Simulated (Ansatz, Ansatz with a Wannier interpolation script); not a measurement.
# CdHClO (P6_3mc): what limits a Wannier interpolation of GW

How do the Wannier model and the GW settings move the interpolated bands of CdHClO (P6_3mc)?

Program: Ansatz 0.2.0. Level of theory: maximally localised Wannier functions, LDA, plane waves, PAW. Results are calculated unless marked as measured.

**1. Starting point**

The structure is hexagonal, space group P6_3mc (No. 186). Conventional cell: a = 3.665 Å, b = 3.665 Å, c = 10.230 Å, α = 90.00°, β = 90.00°, γ = 120.00°. Nearest to Cd lie 3 O at 2.26 Å and 3 Cl at 2.69 Å. Nearest to H lie 1 O at 0.98 Å. Cl has 3 Cd at 2.69 Å and 3 H at 2.71 Å nearest. O has 1 H at 0.98 Å and 3 Cd at 2.26 Å nearest. Farther neighbours and most contacts between anions are not listed.

Geometry: measured cell, ions relaxed with LDA. The runs that relaxed it are not among those shown. The default PAW set here is soft_2. Its files were made with PBE.

**2. Wannier model on 12×12×4**

Localised functions give a small Hamiltonian that interpolates between mesh points at no cost.

The input, input.yaml:

```yaml
crystal:
  lattice:
    - [3.6648, 0.0, 0.0]
    - [-1.8324, 3.1738098998, 0.0]
    - [0.0, 0.0, 10.2305]
  atoms:
    - { symbol: Cd, position: [0.3333333333, 0.6666666667, 0.0081401704] }
    - { symbol: Cd, position: [0.6666666667, 0.3333333333, 0.5081401704] }
    - { symbol: H, position: [0.0, 0.0, 0.1812524944] }
    - { symbol: H, position: [0.0, 0.0, 0.6812524944] }
    - { symbol: Cl, position: [0.3333333333, 0.6666666667, 0.3460004021] }
    - { symbol: Cl, position: [0.6666666667, 0.3333333333, 0.8460004021] }
    - { symbol: O, position: [0.0, 0.0, 0.0850169331] }
    - { symbol: O, position: [0.0, 0.0, 0.5850169331] }
kpoints:
  mp_grid: { grid: [6, 6, 2] }
hamiltonian:
  xc: lda
scf:
  occupations: { method: fixed }
  n_extra_bands: 63
output:
  wannier:
    kmesh: [12, 12, 4]
    projections:
      - { species: Cd, l: s, shell: 5 }
      - { species: Cl, l: p, shell: 3 }
      - { species: O, l: p, shell: 2 }
    minimise: true
    write_hr: true
    seedname: w
    conv_tol: 1.0e-07
    max_iter: 4000
    disentanglement:
      window: [0.24, 12.63]
      frozen_window: [0.24, 8.3]
      conv_tol: 1.0e-08
```

Started as:

```bash
$ ansatz run input.yaml --threads 4 --pin off --max-ram 18432MiB --backend cpu --events-out ev --progress --plain --runs-dir out
```

Numbers of over 12 decimals in the logs are rounded to 6 here.

What it wrote:

```text
scf.n_extra_bands = 63 over 34 filled bands (N_el = 68.0): the run solves 97 bands
Engine: ansatz 0.2.0, aarch64-unknown-linux-gnu
Pseudopotentials: kind: paw
Pseudopotential: Cd, paw, valence charge 20, recommended cutoff 420 eV (normal), Cd.paw.azcp
Pseudopotential: H, paw, valence charge 1, recommended cutoff 420 eV (normal), H.paw.azcp
Pseudopotential: Cl, paw, valence charge 7, recommended cutoff 420 eV (normal), Cl.paw.azcp
Pseudopotential: O, paw, valence charge 6, recommended cutoff 420 eV (normal), O.paw.azcp
Functional definition: SPW92
  exchange = slater_x
  correlation = pw_c
Crystal: 8 atoms, lattice volume = 118.995 Å³
Basis set: ecut = 420 eV, 2303 PW (Γ)
Bands: 97, of which v1, the nominal top of the filled ones, is band 34 counted from 1 (33 counted from 0)
Symmetry: 12 space group operations
Space group: P63mc (ITA 186), of the structure as read, at distance tolerance 4.9e-5 Å
k-points: 14 of 72
Non-local potential: Cd, projectors of the file, l = 0: 3, l = 1: 2, l = 2: 2, l = 3: 1
Non-local potential: H, projectors of the file, l = 0: 2, l = 1: 1
Non-local potential: Cl, projectors of the file, l = 0: 2, l = 1: 2, l = 2: 2
Non-local potential: O, projectors of the file, l = 0: 2, l = 1: 2, l = 2: 1
PAW form: soft (Blöchl's): semilocal exchange-correlation on the pseudo side does not see the compensation charge
PAW frozen core: Cd, regenerated for the run's functional, and the local potential with it (the file was generated under x = pbe(κ = 0.804, μ = 0.219515), c = pbe(β = 0.066725))
PAW frozen core: Cl, regenerated for the run's functional, and the local potential with it (the file was generated under x = pbe(κ = 0.804, μ = 0.219515), c = pbe(β = 0.066725))
PAW frozen core: O, regenerated for the run's functional, and the local potential with it (the file was generated under x = pbe(κ = 0.804, μ = 0.219515), c = pbe(β = 0.066725))
PAW one-centre angular grid: Cd, 590 points (default); XC on 64 Gauss nodes
PAW one-centre angular grid: H, 110 points (default); XC on 64 Gauss nodes
PAW one-centre angular grid: Cl, 110 points (default); XC on 64 Gauss nodes
PAW one-centre angular grid: O, 110 points (default); XC on 64 Gauss nodes
Initial density: superposition of atomic densities (neutral atoms: chi_scale 0, normalization atom), corrected by the library's trained network
Initial wavefunctions: pseudopotential atomic-orbital guess
Functional: x = slater, c = lda
SCF iter   1: F=—  HF=-19469.462288 eV  |F-HF|=—  |Δ(HF+E_count)|=         —  Δρ=1.24e-2  dr2=1.60e-1  ethr=1.77e-3  ⟨swp⟩=4.6  Hψ=4585  notcnv=0  defer=851
preconditioner: auto → Resta (q_TF=auto, 2.485 Å⁻¹)  ε∞=1.8  [insulator: Δε(μ)=2.187 eV  Ē_g=27.017 eV  n_scr=38 (ndim 8)  ℏωp=24.5 eV  f_vac=0.083  ε∞_Penn≈1.8]
SCF iter   2: F=—  HF=-19469.416041 eV  |F-HF|=—  |Δ(HF+E_count)|=   4.62e-2  Δρ=5.10e-3  dr2=1.88e-2  ethr=2.36e-4  ⟨swp⟩=2.2  Hψ=1674  notcnv=0  defer=854
SCF iter   3: F=—  HF=-19469.411890 eV  |F-HF|=—  |Δ(HF+E_count)|=   4.15e-3  Δρ=2.28e-3  dr2=5.03e-3  ethr=2.76e-5  ⟨swp⟩=2.0  Hψ=944  notcnv=0  defer=854
SCF iter   4: F=—  HF=-19469.410608 eV  |F-HF|=—  |Δ(HF+E_count)|=   1.28e-3  Δρ=7.23e-4  dr2=3.10e-4  ethr=7.39e-6  ⟨swp⟩=2.1  Hψ=834  notcnv=0  defer=854
SCF iter   5: F=—  HF=-19469.410532 eV  |F-HF|=—  |Δ(HF+E_count)|=   7.60e-5  Δρ=1.06e-4  dr2=9.37e-6  ethr=4.57e-7  ⟨swp⟩=2.0  Hψ=876  notcnv=0  defer=807
SCF iter   6: F=—  HF=-19469.410554 eV  |F-HF|=—  |Δ(HF+E_count)|=   2.21e-5  Δρ=3.34e-5  dr2=1.07e-6  ethr=1.38e-8  ⟨swp⟩=2.0  Hψ=854  notcnv=0  defer=806
SCF iter   7: F=-19469.410554 eV  HF=-19469.410554 eV  |F-HF|=3.46e-8  |Δ(HF+E_count)|=   3.04e-7  Δρ=7.19e-6  dr2=5.71e-8  ethr=1.47e-10  ⟨swp⟩=11.9  Hψ=9956  notcnv=0
SCF 1 converged in 7 iterations: F = -19469.410554 eV  dr2 = 5.71e-8
[...]
NSCF: frozen V_eff on 60 k-points
the Wannier pass solved 60 of the 576 points of its mesh, and has the states at the others by symmetry: states obtained by the crystal's operations at points that were solved too leave a residual of 9.04e-13 eV (read by the count's bands and the next), within 4.76e-6 eV
SCF converged after 7 iterations
Free energy (F): -19469.410554 eV
Harris-Foulkes:  -19469.410554 eV  (|F-HF|=3.46e-8)
Internal energy: -19469.410554 eV  (E = F + TS)
E sigma→0 (E₀):  -19469.410554 eV
Fermi energy:    5.092975 eV
--- Per-component energies (eV) ---
  E_band       = -1076.875027
  E_kinetic    = 1705.912607
  E_local      = -9542.265901  (includes V_loc(G=0)·N_el)
  E_nonlocal   = 250.292952
  E_hartree    = 4280.196157
  E_xc         = -721.857620
  E_vxc        = -890.431757  (∫ρ·V_xc dr)
  E_paw        = -9444.891719  (= ΣΔE_a)
  E_vpaw       = -1160.773803  (= ΣTr[D̂ρ^β])
  E_aug_tail   = 0.002844  (compensation charges beyond the density's cutoff)
  E_ewald      = -5998.907838
  E_core_change = 2.107964  (= ΣΔE_core)
  E_smearing   = -0.000000  (= −TS)
  E_closure    = -0.000000  (closes the sum)
  Σ components = -19469.410554   (vs F -19469.410554, Δ=0.00e0)
--- Band table (eV; the first three rows and the last of 14) ---
  k-point 0: bands = [... 30 lower, 4.9396, 4.9396, 5.0930, 5.0930, 7.4028, 9.5911, 10.8415, 11.2700, ... 59 higher]
  k-point 1: bands = [... 30 lower, 5.0257, 5.0257, 5.0257, 5.0257, 8.3608, 8.3608, 11.2683, 11.2683, ... 59 higher]
  k-point 2: bands = [... 30 lower, 4.4570, 4.5602, 4.8515, 5.0685, 8.4515, 9.9856, 11.5462, 12.1446, ... 59 higher]
  k-point 13: bands = [... 30 lower, 3.6054, 3.6054, 4.8662, 4.8662, 10.9989, 10.9989, 12.8801, 12.8801, ... 59 higher]
Wannier search: line search 1 of at most 4000: gauge-dependent spread (as the search counts it) 1.6701186 Å², largest recent change 5.0e-1 Å² and fall left 3.9e-4 Å² against conv_tol 1.0e-7 Å², 0 stops escaped
```

The job ended after 40 s (4 threads of Arm Neoverse V1, shared host; peak memory 2.8 GiB).

Numbers from this step:

* gauge-invariant spread: 30.21 Å²
* diagonal spread: 0.2427 Å²
* off-diagonal spread: 0.9134 Å²
* total spread: 31.37 Å²
* least projectability: 0.4836
* localisation steps: 23
* disentanglement steps: 147
* r.m.s. interpolation error: 4.58e-4 eV
* r.m.s. error near the gap: 6.01e-4 eV

Near the gap the model misses directly solved bands by 0.6 meV r.m.s. and by 10 meV at most in the window tested. This tests the starting bands, not the corrections carried with them.

**3. Wannier model on 6×6×2**

Changes to input.yaml since step 2:

```diff
@@ -23,3 +23,3 @@
   wannier:
-    kmesh: [12, 12, 4]
+    kmesh: [6, 6, 2]
     projections:
```

What it wrote:

```text
[...]
Crystal: 8 atoms, lattice volume = 118.995 Å³
Basis set: ecut = 420 eV, 2303 PW (Γ)
Bands: 97, of which v1, the nominal top of the filled ones, is band 34 counted from 1 (33 counted from 0)
Symmetry: 12 space group operations
[...]
k-points: 14 of 72
[...]
SCF iter   1: F=—  HF=-19469.462288 eV  |F-HF|=—  |Δ(HF+E_count)|=         —  Δρ=1.24e-2  dr2=1.60e-1  ethr=1.77e-3  ⟨swp⟩=4.6  Hψ=4585  notcnv=0  defer=851
[...]
SCF iter   7: F=-19469.410554 eV  HF=-19469.410554 eV  |F-HF|=3.46e-8  |Δ(HF+E_count)|=   3.04e-7  Δρ=7.19e-6  dr2=5.71e-8  ethr=1.47e-10  ⟨swp⟩=11.9  Hψ=9956  notcnv=0
SCF 1 converged in 7 iterations: F = -19469.410554 eV  dr2 = 5.71e-8
[...]
NSCF: frozen V_eff on 17 k-points
[...]
SCF converged after 7 iterations
Free energy (F): -19469.410554 eV
[...]
Internal energy: -19469.410554 eV  (E = F + TS)
E sigma→0 (E₀):  -19469.410554 eV
Fermi energy:    5.092975 eV
[...]
--- Band table (eV; the first three rows and the last of 14) ---
  k-point 0: bands = [... 30 lower, 4.9396, 4.9396, 5.0930, 5.0930, 7.4028, 9.5911, 10.8415, 11.2700, ... 59 higher]
  k-point 1: bands = [... 30 lower, 5.0257, 5.0257, 5.0257, 5.0257, 8.3608, 8.3608, 11.2683, 11.2683, ... 59 higher]
  k-point 2: bands = [... 30 lower, 4.4570, 4.5602, 4.8515, 5.0685, 8.4515, 9.9856, 11.5462, 12.1446, ... 59 higher]
  k-point 13: bands = [... 30 lower, 3.6054, 3.6054, 4.8662, 4.8662, 10.9989, 10.9989, 12.8801, 12.8801, ... 59 higher]
[...]
```

It took 11 s on 4 threads; peak memory 0.63 GiB; 42 s of CPU time.

Numbers from this step:

```
gauge-invariant spread     : 28.18 Å²
diagonal spread            : 0.1896 Å²
off-diagonal spread        : 0.9688 Å²
total spread               : 29.34 Å²
least projectability       : 0.4836
localisation steps         : 24
disentanglement steps      : 39
r.m.s. interpolation error : 0.002911 eV
r.m.s. error near the gap  : 0.003628 eV
```

Near the gap the model misses directly solved bands by 3.6 meV r.m.s. and by 36 meV at most in the window tested. This tests the starting bands, not the corrections carried with them.

Frozen up to 3.21 eV; above it the model need not follow the bands. The electronic bands at the labelled points (eV, zero at the valence-band top; v1 is the highest filled band, c1 the lowest empty one):

| point | v4 | v3 | v2 | v1 | c1 | c2 |
| --- | --- | --- | --- | --- | --- | --- |
| Γ | -0.15 | -0.15 | 0.00 | 0.00 | 2.31 | 4.51 |
| halfway | -1.15 | -0.68 | -0.31 | -0.04 | 4.27 | 5.14 |
| M | -1.21 | -0.45 | -0.39 | -0.05 | 4.73 | 5.55 |
| halfway | -1.00 | -0.79 | -0.49 | -0.25 | 5.23 | 5.81 |
| K | -1.72 | -1.20 | -0.30 | -0.30 | 5.90 | 5.90 |
| halfway | -0.66 | -0.59 | -0.51 | -0.49 | 4.73 | 5.27 |
| Γ | -0.15 | -0.15 | 0.00 | 0.00 | 2.31 | 4.51 |
| halfway | -0.13 | -0.13 | -0.02 | -0.02 | 2.56 | 4.12 |
| A | -0.07 | -0.07 | -0.07 | -0.07 | 3.27 | 3.27 |
| halfway | -0.91 | -0.91 | -0.16 | -0.16 | 4.68 | 4.68 |
| L | -0.83 | -0.83 | -0.21 | -0.21 | 5.10 | 5.10 |
| halfway | -1.04 | -1.04 | -0.28 | -0.28 | 5.52 | 5.52 |
| H | -1.49 | -1.49 | -0.23 | -0.23 | 5.91 | 5.91 |
| halfway | -0.80 | -0.80 | -0.34 | -0.34 | 5.00 | 5.00 |
| A | -0.07 | -0.07 | -0.07 | -0.07 | 3.27 | 3.27 |
| jump to L | -0.83 | -0.83 | -0.21 | -0.21 | 5.10 | 5.10 |
| halfway | -1.10 | -0.56 | -0.34 | -0.10 | 4.83 | 5.41 |
| M | -1.21 | -0.45 | -0.39 | -0.05 | 4.73 | 5.55 |
| jump to H | -1.49 | -1.49 | -0.23 | -0.23 | 5.91 | 5.91 |
| halfway | -1.70 | -1.28 | -0.26 | -0.26 | 5.90 | 5.90 |
| K | -1.72 | -1.20 | -0.30 | -0.30 | 5.90 | 5.90 |

The same for Kohn-Sham, solved directly:

| point | v4 | v3 | v2 | v1 | c1 | c2 |
| --- | --- | --- | --- | --- | --- | --- |
| Γ | -0.15 | -0.15 | 0.00 | 0.00 | 2.31 | 4.50 |
| M | -1.21 | -0.45 | -0.39 | -0.05 | 4.70 | 5.50 |
| K | -1.72 | -1.20 | -0.30 | -0.30 | 5.90 | 5.90 |
| Γ | -0.15 | -0.15 | 0.00 | 0.00 | 2.31 | 4.50 |
| A | -0.07 | -0.07 | -0.07 | -0.07 | 3.27 | 3.27 |
| L | -0.83 | -0.83 | -0.21 | -0.21 | 5.07 | 5.07 |
| H | -1.49 | -1.49 | -0.23 | -0.23 | 5.91 | 5.91 |
| A | -0.07 | -0.07 | -0.07 | -0.07 | 3.27 | 3.27 |
| L | -0.83 | -0.83 | -0.21 | -0.21 | 5.07 | 5.07 |
| M | -1.21 | -0.45 | -0.39 | -0.05 | 4.70 | 5.50 |
| H | -1.49 | -1.49 | -0.23 | -0.23 | 5.91 | 5.91 |
| K | -1.72 | -1.20 | -0.30 | -0.30 | 5.90 | 5.90 |

**4. A faulty Wannier input**

Changes to input.yaml since step 3:

```diff
@@ -34,4 +34,4 @@
     disentanglement:
-      window: [0.24, 12.63]
-      frozen_window: [0.24, 8.3]
+      window: [-4.85, 7.54]
+      frozen_window: [-4.85, 3.21]
       conv_tol: 1.0e-08
```

What it wrote:

```text
scf.n_extra_bands = 63 over 34 filled bands (N_el = 68.0): the run solves 97 bands
Engine: ansatz 0.2.0, aarch64-unknown-linux-gnu
Pseudopotentials: kind: paw
Pseudopotential: Cd, paw, valence charge 20, recommended cutoff 420 eV (normal), Cd.paw.azcp
Pseudopotential: H, paw, valence charge 1, recommended cutoff 420 eV (normal), H.paw.azcp
Pseudopotential: Cl, paw, valence charge 7, recommended cutoff 420 eV (normal), Cl.paw.azcp
Pseudopotential: O, paw, valence charge 6, recommended cutoff 420 eV (normal), O.paw.azcp
Functional definition: SPW92
  exchange = slater_x
  correlation = pw_c
Crystal: 8 atoms, lattice volume = 118.995 Å³
Basis set: ecut = 420 eV, 2303 PW (Γ)
Bands: 97, of which v1, the nominal top of the filled ones, is band 34 counted from 1 (33 counted from 0)
Symmetry: 12 space group operations
Space group: P63mc (ITA 186), of the structure as read, at distance tolerance 4.9e-5 Å
k-points: 14 of 72
Non-local potential: Cd, projectors of the file, l = 0: 3, l = 1: 2, l = 2: 2, l = 3: 1
Non-local potential: H, projectors of the file, l = 0: 2, l = 1: 1
Non-local potential: Cl, projectors of the file, l = 0: 2, l = 1: 2, l = 2: 2
Non-local potential: O, projectors of the file, l = 0: 2, l = 1: 2, l = 2: 1
PAW form: soft (Blöchl's): semilocal exchange-correlation on the pseudo side does not see the compensation charge
PAW frozen core: Cd, regenerated for the run's functional, and the local potential with it (the file was generated under x = pbe(κ = 0.804, μ = 0.219515), c = pbe(β = 0.066725))
[...]
SCF converged after 7 iterations
Free energy (F): -19469.410554 eV
Harris-Foulkes:  -19469.410554 eV  (|F-HF|=3.46e-8)
Internal energy: -19469.410554 eV  (E = F + TS)
E sigma→0 (E₀):  -19469.410554 eV
Fermi energy:    5.092975 eV
--- Per-component energies (eV) ---
  E_band       = -1076.875027
  E_kinetic    = 1705.912607
  E_local      = -9542.265901  (includes V_loc(G=0)·N_el)
  E_nonlocal   = 250.292952
  E_hartree    = 4280.196157
  E_xc         = -721.857620
  E_vxc        = -890.431757  (∫ρ·V_xc dr)
  E_paw        = -9444.891719  (= ΣΔE_a)
  E_vpaw       = -1160.773803  (= ΣTr[D̂ρ^β])
  E_aug_tail   = 0.002844  (compensation charges beyond the density's cutoff)
  E_ewald      = -5998.907838
  E_core_change = 2.107964  (= ΣΔE_core)
  E_smearing   = -0.000000  (= −TS)
  E_closure    = -0.000000  (closes the sum)
  Σ components = -19469.410554   (vs F -19469.410554, Δ=0.00e0)
--- Band table (eV; the first three rows and the last of 14) ---
  k-point 0: bands = [... 30 lower, 4.9396, 4.9396, 5.0930, 5.0930, 7.4028, 9.5911, 10.8415, 11.2700, ... 59 higher]
  k-point 1: bands = [... 30 lower, 5.0257, 5.0257, 5.0257, 5.0257, 8.3608, 8.3608, 11.2683, 11.2683, ... 59 higher]
  k-point 2: bands = [... 30 lower, 4.4570, 4.5602, 4.8515, 5.0685, 8.4515, 9.9856, 11.5462, 12.1446, ... 59 higher]
  k-point 13: bands = [... 30 lower, 3.6054, 3.6054, 4.8662, 4.8662, 10.9989, 10.9989, 12.8801, 12.8801, ... 59 higher]
WARN: one of the run's output files is refused, and neither it nor the files that depend on it are written in full: <dir> frozen window holds 15 > num_wann = 14 bands at ik = 4 (ik counts from 0, the k-points of the .win, .mmn and .eig files from 1)
Error: <dir> frozen window holds 15 > num_wann = 14 bands at ik = 4 (ik counts from 0, the k-points of the .win, .mmn and .eig files from 1)
```

Run time: 11 s. Hardware: 4 threads; peak memory 0.63 GiB.

The run ended with an error after its SCF cycle had converged; no result of it is taken.

The program's message: “Error: <dir> frozen window holds 15 > num_wann = 14 bands at ik = 4 (ik counts from 0, the k-points of the .win, .mmn and .eig files from 1)”

The fault put into this input: windows typed from the Fermi level.

(Part 1 of 2 ends here.)

[Paths, hosts, dates, memory and timing lines, banners, echoed tables and standing remarks are left out of the program output.]

[Logs are printed without paths, hosts, clocks, repeated set-up lines and the standing remarks that a program may print on its own settings, such as how far it seeks lower states.]

[Runs of the session that timed out or met a known fault of the program may be left out.]

[Hosts, paths, dates, database ids (printed as entryN), source tags and the programs' standing remarks are cut or masked in the printed files.]
